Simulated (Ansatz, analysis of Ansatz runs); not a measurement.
**Li5AuO4 (C2/m), nudged elastic band: V_O hop (2.9 Å) (q = +2)**

Aim: the barrier of one jump in Li5AuO4 (C2/m) at charge +2: V_O hop (2.9 Å). The model is a cell of 80 host atoms with 1 O taken out; O is the atom that moves.

Calculated with Ansatz 0.2.0; plane-wave PAW DFT, PBEsol; nudged elastic band between two relaxed defect structures at fixed charge in a uniform background.

This is a report of a sequence of runs, with most program output left out.

**1. Set-up**

The cell holds 79 atoms: 40 Li, 8 Au and 31 O. Cell: a = 9.403 Å, b = 9.404 Å, c = 9.396 Å, α = 90.0°, β = 102.9°, γ = 90.0°. It derives from Li5AuO4 (space group C2/m). Nearest the centre at fractional (0.500, 0.648, 0.750): Li60 at 1.36 Å, Au70 at 1.39 Å, O78 at 1.45 Å, Li28 at 2.41 Å, Li67 at 2.42 Å, Li64 at 2.44 Å, Li44 at 2.44 Å, O36 at 2.68 Å. The cell carries charge +2.

The cell's shortest repeat is 9.4 Å.

**2. Relaxation of the start point, charge +2**

A barrier is counted from a minimum, so both ends are relaxed first. Small random displacements break the symmetry of the ideal sites, so that the defect can distort if it gains by it. The charge of +2 is set by the electron count, and a uniform background keeps the cell neutral.

The input, qp2.start/input.yaml:

```yaml
crystal:
  lattice:
    - [9.40268524, 0.0, -0.02548652]
    - [0.0, 9.40405317, 0.0]
    - [-2.07562506, 0.0, 9.16358709]
  atoms:
    - { symbol: Li, position: [0.0, 0.7924353, 0.25] }
    - { symbol: Li, position: [0.25, 0.2924353, 0.25] }
    - { symbol: Li, position: [0.0, 0.28254642, 0.0] }
    - { symbol: Li, position: [0.25, 0.78254642, 0.0] }
    - { symbol: Li, position: [0.0, 0.71745358, 0.0] }
    - { symbol: Li, position: [0.25, 0.21745358, 0.0] }
    - { symbol: Li, position: [0.0, 0.2075647, 0.25] }
    - { symbol: Li, position: [0.25, 0.7075647, 0.25] }
[... 67 atom lines left out ...]
    - { symbol: O, position: [0.62789862, 0.14739817, 0.62509074] }
    - { symbol: O, position: [0.87789862, 0.64739817, 0.62509074] }
    - { symbol: O, position: [0.62210138, 0.64739817, 0.87490926] }
    - { symbol: O, position: [0.87210138, 0.14739817, 0.87490926] }
total_charge: 2
basis:
  ecutwfc: 420
  xc_grid: 2
hamiltonian:
  xc: pbesol
kpoints:
  mp_grid: { grid: [1, 1, 1], shift: [0.25, 0.25, 0.25] }
scf:
  occupations: { method: fixed }
  max_iter: 150
output:
  forces: true
relax:
  f_tol: 0.02
  max_steps: 70
  random_displacement: { amplitude: 0.03, seed: 2552 }
```

On the command line:

```sh
$ ansatz run input.yaml --threads 4 --pin off --max-ram 14131MiB --backend cpu --events-out ev --progress --plain --runs-dir out
```

It took 1.8 min on 4 threads of Arm Neoverse V1, shared host; peak memory 1.4 GiB.

Residual by cycle:

cycle, log10 residual and a bar from the least value:
```
        1        0.9 ##############################
       15       -0.9 #################
       28        0.5 ###########################
       42        0.7 #############################
       55       -3.3 #
       69       -3.4 
       82       -3.0 ###
       96       -3.0 ###
      109       -2.9 ###
      123       -3.0 ###
      136       -2.9 ###
      150       -3.0 ###
```

The run stopped without converging, so none of its numbers is a property of the system.

After 150 cycles the residual stands at 0.0011, against 4.7 at cycle 76 and a least value of 1.3e-4. The cap of 150 cycles in the input ended the loop.

The program's message: “Error: did not converge after 150 iterations: dr2 = 1.09e-3 (threshold 1.00e-5), under the density mixer `msr1`, which `scf.mixing.algorithm: auto` chose by the deck's other keys (type `scf.mixing.alg …”

**3. Relaxation of the start point, charge +2**

The ends come first: from an unrelaxed start the top is counted from too high an energy, and the barrier comes out too low. Small random displacements break the symmetry of the ideal sites, so that the defect can distort if it gains by it. The charge of +2 is set by the electron count, and a uniform background keeps the cell neutral. A width of 0.01 eV lets levels that lie close at the Fermi energy share an electron.

The input, qp2.start_smeared/input.yaml:

```yaml
crystal:
  lattice:
    - [9.40268524, 0.0, -0.02548652]
    - [0.0, 9.40405317, 0.0]
    - [-2.07562506, 0.0, 9.16358709]
  atoms:
    - { symbol: Li, position: [0.0, 0.7924353, 0.25] }
    - { symbol: Li, position: [0.25, 0.2924353, 0.25] }
[... 21 atom lines left out ...]
    - { symbol: Li, position: [0.25, 0.78254642, 0.5] }
[... 3 atom lines left out ...]
    - { symbol: Li, position: [0.25, 0.7075647, 0.75] }
[... 5 atom lines left out ...]
    - { symbol: O, position: [0.37789862, 0.35260183, 0.62509074] }
[... 1 atom line left out ...]
    - { symbol: O, position: [0.37210138, 0.85260183, 0.87490926] }
[... 7 atom lines left out ...]
    - { symbol: Li, position: [0.5, 0.71745358, 0.0] }
[... 15 atom lines left out ...]
    - { symbol: Li, position: [0.5, 0.7924353, 0.75] }
[... 3 atom lines left out ...]
    - { symbol: Li, position: [0.5, 0.71745358, 0.5] }
[... 2 atom lines left out ...]
    - { symbol: Li, position: [0.75, 0.7075647, 0.75] }
[... 2 atom lines left out ...]
    - { symbol: Au, position: [0.5, 0.5, 0.75] }
[... 1 atom line left out ...]
    - { symbol: O, position: [0.62789862, 0.85260183, 0.62509074] }
[... 1 atom line left out ...]
    - { symbol: O, position: [0.62210138, 0.35260183, 0.87490926] }
[... 3 atom lines left out ...]
    - { symbol: O, position: [0.62210138, 0.64739817, 0.87490926] }
    - { symbol: O, position: [0.87210138, 0.14739817, 0.87490926] }
total_charge: 2
basis:
  ecutwfc: 420
  xc_grid: 2
hamiltonian:
  xc: pbesol
kpoints:
  mp_grid: { grid: [1, 1, 1], shift: [0.25, 0.25, 0.25] }
scf:
  occupations: { method: fermi_dirac, width: 0.01 }
  max_iter: 150
output:
  forces: true
relax:
  f_tol: 0.02
  max_steps: 70
  random_displacement: { amplitude: 0.03, seed: 2552 }
```

The job ended after 1.8 min (4 threads; peak memory 1.5 GiB).

The steps of the relaxation:

```csv
step,energy less that of the first step (eV),largest force component (eV/Å)
1,0.0000,1.5048
2,-0.9454,0.5813
3,-1.2982,0.4969
4,-1.3504,0.3456
5,-1.3300,0.2417
6,-1.3814,0.0731
7,-1.3832,0.0411
8,-1.3836,0.0117
```

Relaxation step 5 was tried and not accepted.

The atoms that moved most (Å, from the sites as typed, ahead of the random displacement, the mean shift of all atoms taken out):

```csv
atom,dx,dy,dz,length
Li24,-0.186,0.276,-0.248,0.415
Li60,0.199,0.205,0.223,0.362
Li30,-0.144,-0.147,-0.141,0.249
Li64,0.106,0.157,-0.089,0.209
O34,-0.056,0.162,-0.038,0.176
Li28,-0.115,0.044,0.083,0.149
Li45,0.057,-0.087,0.089,0.137
O36,0.034,-0.053,-0.067,0.092
```

Neighbours of O78 at the end:

```csv
atom,distance (Å)
Li44,1.930
Li67,1.941
Li60,1.945
Li43,1.978
Au70,1.988
Li49,2.064
O74,2.757
O57,2.975
O36,2.992
O52,3.007
O75,3.013
O72,3.031
```

This step gave:

```yaml
free_energy: -129617.5542 eV
r_m_s_move_of_the_farther_half_of_the_atoms: 0.03578 Å
largest_move_from_the_ideal_geometry_of_this_structure_a_common_shift_of_the_far_atoms_taken_out: 0.4205 Å
```

The relaxation gained 1.384 eV and ended with a largest force component of 0.012 eV/Å.

**4. Relaxation of the end point, charge +2**

The end point is relaxed in the same cell and settings, so that the two energies compare. Atoms more than 3.2 Å from the middle of the hop start where the first relaxation left them, the nearer ones on or close to their ideal places, with small random displacements.

qp2.end/input.yaml, as its differences from qp2.start_smeared/input.yaml of step 3:

```diff
@@ -6,4 +6,4 @@
   atoms:
-    - { symbol: Li, position: [0.0, 0.7924353, 0.25] }
-    - { symbol: Li, position: [0.25, 0.2924353, 0.25] }
+    - { symbol: Li, position: [-0.00152436, 0.7925426, 0.24734315] }
+    - { symbol: Li, position: [0.25017456, 0.29149628, 0.24768441] }
 [... 21 atom lines left out ...]
@@ -31,4 +31,4 @@
 [... 3 atom lines left out ...]
-    - { symbol: O, position: [0.62210138, 0.64739817, 0.87490926] }
-    - { symbol: O, position: [0.87210138, 0.14739817, 0.87490926] }
+    - { symbol: O, position: [0.37722, 0.647956, 0.624672] }
+    - { symbol: O, position: [0.86913206, 0.1491786, 0.87461149] }
 total_charge: 2
@@ -49,2 +49,2 @@
   max_steps: 70
-  random_displacement: { amplitude: 0.03, seed: 2552 }
+  random_displacement: { amplitude: 0.01, seed: 2552 }
```

Wall time 95 s (4 threads); peak memory 1.5 GiB; 6 min of CPU time.

The steps of the relaxation:

```csv
step,energy less that of the first step (eV),largest force component (eV/Å)
1,0.0000,1.1136
2,-0.8659,0.5964
3,-1.1826,0.4391
4,-1.2539,0.0871
5,-1.2618,0.0767
6,-1.2656,0.0317
7,-1.2662,0.0185
```

The atoms that moved most (Å, from the sites as typed, ahead of the random displacement):

```csv
atom,dx,dy,dz,length
Li43,0.188,0.278,0.247,0.416
Li60,-0.201,0.208,-0.225,0.367
Li49,0.101,-0.164,0.104,0.218
Li44,-0.108,0.159,0.092,0.213
Li30,0.096,0.144,0.099,0.200
O74,0.062,0.167,0.035,0.181
Li67,0.121,0.042,-0.083,0.153
O57,-0.067,-0.034,-0.064,0.099
```

Neighbours of O78 at the end:

```csv
atom,distance (Å)
Li64,1.932
Li28,1.943
Li60,1.945
Li24,1.981
Au70,1.987
Li30,2.062
O34,2.754
O19,2.975
O72,2.990
O16,3.005
O33,3.014
O36,3.033
```

This step gave:

* free energy: -129617.5384 eV
* smearing term TS: 0.002032 eV
* r.m.s. move of the farther half of the atoms: 0.03637 Å
* largest move from the ideal geometry of this structure, a common shift of the far atoms taken out: 0.4201 Å

The relaxation gained 1.266 eV and ended with a largest force component of 0.018 eV/Å. The end lies 0.016 eV above the start.

**5. Nudged elastic band, charge +2**

5 movable images are laid between the ends on a pair-potential path, which keeps atoms from colliding in the first guess. Each image feels the true force across the path and a spring force along it. The highest image is set to climb to the top of the path.

This step: plane-wave PAW DFT, PBEsol; nudged elastic band between two relaxed defect structures at fixed charge in a uniform background.

The input, qp2.neb/input.yaml:

```yaml
crystal:
  lattice:
    - [9.40268524, 0.0, -0.02548652]
    - [0.0, 9.40405317, 0.0]
    - [-2.07562506, 0.0, 9.16358709]
  atoms:
    - { symbol: Li, position: [-0.00215228, 0.79096327, 0.24700082] }
    - { symbol: Li, position: [0.24954664, 0.28991695, 0.24734207] }
    - { symbol: Li, position: [0.00183926, 0.28398008, 0.00031843] }
    - { symbol: Li, position: [0.25158197, 0.78161419, 0.00227968] }
    - { symbol: Li, position: [0.00092116, 0.71564825, -5.592e-05] }
    - { symbol: Li, position: [0.25033656, 0.21682375, -0.00206534] }
    - { symbol: Li, position: [-0.00055351, 0.20208918, 0.24948473] }
    - { symbol: Li, position: [0.25105408, 0.70278611, 0.24776742] }
    - { symbol: Li, position: [0.00130546, -0.00215263, -0.00042905] }
    - { symbol: Li, position: [0.24949233, 0.49853303, 0.00066186] }
    - { symbol: Au, position: [0.00052547, 0.49707999, 0.25010413] }
    - { symbol: Au, position: [0.24980931, -0.00070442, 0.24930349] }
    - { symbol: O, position: [0.12861616, 0.85083851, 0.12610752] }
    - { symbol: O, position: [0.37812765, 0.3522831, 0.12530376] }
    - { symbol: O, position: [0.1187089, 0.34522352, 0.371828] }
    - { symbol: O, position: [0.37226449, 0.85162756, 0.37547271] }
    - { symbol: O, position: [0.12858809, 0.14466563, 0.12295213] }
    - { symbol: O, position: [0.37821634, 0.64679986, 0.12370378] }
    - { symbol: O, position: [0.12742693, 0.64353429, 0.37915117] }
    - { symbol: O, position: [0.37111917, 0.14689521, 0.37506474] }
    - { symbol: Li, position: [-0.00285116, 0.79253061, 0.74848394] }
    - { symbol: Li, position: [0.24676321, 0.29381986, 0.74882164] }
    - { symbol: Li, position: [-0.00313969, 0.27974337, 0.49900989] }
    - { symbol: Li, position: [0.22401923, 0.81184222, 0.47253146] }
    - { symbol: Li, position: [-0.00175348, 0.71072514, 0.49909523] }
    - { symbol: Li, position: [0.24630195, 0.21034326, 0.49701559] }
    - { symbol: Li, position: [-0.00027288, 0.20692066, 0.7502072] }
    - { symbol: Li, position: [0.239508, 0.71211356, 0.75872737] }
    - { symbol: Li, position: [-0.0056627, 0.0006831, 0.50076604] }
    - { symbol: Li, position: [0.23107299, 0.48428224, 0.48423214] }
    - { symbol: Au, position: [-6.46e-05, 0.49923268, 0.74959243] }
    - { symbol: Au, position: [0.25211755, -0.00210989, 0.74718536] }
    - { symbol: O, position: [0.13218417, 0.84782609, 0.62393324] }
    - { symbol: O, position: [0.37083667, 0.36975983, 0.62057007] }
    - { symbol: O, position: [0.12150781, 0.35192893, 0.87413059] }
    - { symbol: O, position: [0.37389986, 0.84694101, 0.86723181] }
    - { symbol: O, position: [0.12826834, 0.14471298, 0.62573821] }
    - { symbol: O, position: [0.12038662, 0.64696842, 0.87573387] }
    - { symbol: O, position: [0.37277644, 0.14682032, 0.87091868] }
    - { symbol: Li, position: [0.49894484, 0.79304883, 0.24553913] }
    - { symbol: Li, position: [0.74885853, 0.29328218, 0.25206905] }
    - { symbol: Li, position: [0.50061217, 0.28208495, 0.00344408] }
    - { symbol: Li, position: [0.75532987, 0.78283945, 0.00427769] }
    - { symbol: Li, position: [0.50187553, 0.71214105, 0.00216228] }
    - { symbol: Li, position: [0.75797955, 0.20809141, 0.0093359] }
    - { symbol: Li, position: [0.49982115, 0.20740541, 0.25141312] }
    - { symbol: Li, position: [0.74982904, 0.70577159, 0.25020437] }
    - { symbol: Li, position: [0.50006225, 0.00132422, 0.00256746] }
    - { symbol: Li, position: [0.75533048, 0.5005564, 0.00402581] }
    - { symbol: Au, position: [0.49944172, 0.49997358, 0.24978256] }
    - { symbol: Au, position: [0.75043419, -0.00128681, 0.24911005] }
    - { symbol: O, position: [0.62839249, 0.85199495, 0.12301241] }
    - { symbol: O, position: [0.87788868, 0.35125724, 0.12586095] }
    - { symbol: O, position: [0.62075622, 0.35331783, 0.37540278] }
    - { symbol: O, position: [0.87328643, 0.85172522, 0.37417615] }
    - { symbol: O, position: [0.62699701, 0.14619322, 0.12582997] }
    - { symbol: O, position: [0.88036562, 0.64586328, 0.12700916] }
    - { symbol: O, position: [0.62125486, 0.64778799, 0.37445657] }
    - { symbol: O, position: [0.86984126, 0.14588385, 0.37499216] }
    - { symbol: Li, position: [0.52629415, 0.81420336, 0.77400382] }
    - { symbol: Li, position: [0.75217517, 0.29420508, 0.74895012] }
    - { symbol: Li, position: [0.49713678, 0.28716536, 0.49785975] }
    - { symbol: Li, position: [0.75386733, 0.78190569, 0.50068141] }
    - { symbol: Li, position: [0.50889553, 0.73402866, 0.48997513] }
    - { symbol: Li, position: [0.74720306, 0.21792223, 0.49974188] }
    - { symbol: Li, position: [0.5011362, 0.20704983, 0.75174357] }
    - { symbol: Li, position: [0.75309814, 0.70426186, 0.74954264] }
    - { symbol: Li, position: [0.49918553, 0.00479678, 0.49984847] }
    - { symbol: Li, position: [0.74973395, 0.49915384, 0.49946095] }
    - { symbol: Au, position: [0.50089082, 0.50276532, 0.75300777] }
    - { symbol: Au, position: [0.74796021, 0.00117492, 0.7503467] }
    - { symbol: O, position: [0.62704976, 0.85193546, 0.6252302] }
    - { symbol: O, position: [0.87863486, 0.352015, 0.624903] }
    - { symbol: O, position: [0.62534796, 0.35553897, 0.87731711] }
    - { symbol: O, position: [0.87054965, 0.85335932, 0.8732508] }
    - { symbol: O, position: [0.62507148, 0.14947118, 0.62700575] }
    - { symbol: O, position: [0.87798945, 0.64643565, 0.62472135] }
    - { symbol: O, position: [0.62439095, 0.64873678, 0.87504026] }
    - { symbol: O, position: [0.86850414, 0.14759927, 0.87426915] }
total_charge: 2
basis:
  ecutwfc: 420
  xc_grid: 2
hamiltonian:
  xc: pbesol
kpoints:
  mp_grid: { grid: [1, 1, 1], shift: [0.25, 0.25, 0.25] }
scf:
  occupations: { method: fermi_dirac, width: 0.01 }
  max_iter: 150
output:
  forces: true
neb:
  images: 5
  f_tol: 0.04
  climbing: true
  initial_path: idpp
  max_iterations: 45
  order_check: false
  final_atoms:
    - { symbol: Li, position: [0.00075622, 0.79127852, 0.25215461] }
    - { symbol: Li, position: [0.24976149, 0.29317312, 0.24697152] }
[... 25 atom lines left out ...]
    - { symbol: Li, position: [0.24544772, 0.70464388, 0.74985976] }
[... 5 atom lines left out ...]
    - { symbol: O, position: [0.37342712, 0.35584575, 0.62295937] }
[... 1 atom line left out ...]
    - { symbol: O, position: [0.37145925, 0.85200197, 0.87416692] }
[... 6 atom lines left out ...]
    - { symbol: Li, position: [0.77470616, 0.81182608, 0.026773] }
    - { symbol: Li, position: [0.48947408, 0.73409749, 0.00973983] }
[... 15 atom lines left out ...]
    - { symbol: Li, position: [0.47190948, 0.81432862, 0.725118] }
[... 3 atom lines left out ...]
    - { symbol: Li, position: [0.49665381, 0.71230902, 0.49683866] }
[... 2 atom lines left out ...]
    - { symbol: Li, position: [0.75959929, 0.71178711, 0.74064907] }
[... 2 atom lines left out ...]
    - { symbol: Au, position: [0.49819517, 0.50289625, 0.74580155] }
[... 1 atom line left out ...]
    - { symbol: O, position: [0.62470779, 0.84665691, 0.63248981] }
[... 1 atom line left out ...]
    - { symbol: O, position: [0.62829525, 0.3700757, 0.87846745] }
[... 3 atom lines left out ...]
    - { symbol: O, position: [0.37417579, 0.64865867, 0.62421171] }
    - { symbol: O, position: [0.87035448, 0.14451379, 0.87348384] }
```

The job ended after 15 min (4 threads; peak memory 5.5 GiB).

The path, image by image:

```csv
image,path (Å),energy (eV),"O78: x, y, z (Å)"
0,0.000,0.0000,"4.055, 6.101, 8.003"
1,0.683,0.2861,"3.824, 6.272, 7.762"
2,1.367,0.8695,"3.453, 6.417, 7.403"
3,2.050,1.2754,"3.002, 6.474, 6.958"
4,2.726,0.8754,"2.672, 6.418, 6.426"
5,3.401,0.3013,"2.399, 6.275, 5.995"
6,4.077,0.0158,"2.223, 6.100, 5.710"
```

Numbers from this step:

* free energy: -129616.2788 eV
* barrier forward: 1.275 eV
* barrier backward: 1.260 eV
* end less start: 0.01581 eV
* hop length: 2.934 Å

Track of the atom that was set to move:

```csv
image,x (Å),y (Å),z (Å),nearest neighbour,distance (Å)
0,4.055,6.101,8.003,Li,1.93
1,3.824,6.272,7.762,Li,1.908
2,3.453,6.417,7.403,Li,1.834
3,3.002,6.474,6.958,Li,1.78
4,2.672,6.418,6.426,Li,1.836
5,2.399,6.275,5.995,Li,1.906
6,2.223,6.1,5.71,Li,1.932
```

The band met its tolerance of 0.04 eV/Å after 7 iterations, with image 3 on top (the start counts as 0). O78, which moves farthest between the ends, has 5 Li at 1.93 to 2.06 Å and 1 Au at 1.99 Å nearest at the start and 1 Li at 1.78 Å and 1 Au at 1.86 Å at the top.

(Continued in part 2 of 2.)

[Logs are printed without paths, hosts, clocks, repeated set-up lines and the standing remarks that a program may print on its own settings, such as how far it seeks lower states.]

[Hosts, paths, dates, database ids (printed as entryN), source tags and the programs' standing remarks are cut or masked in the printed files.]
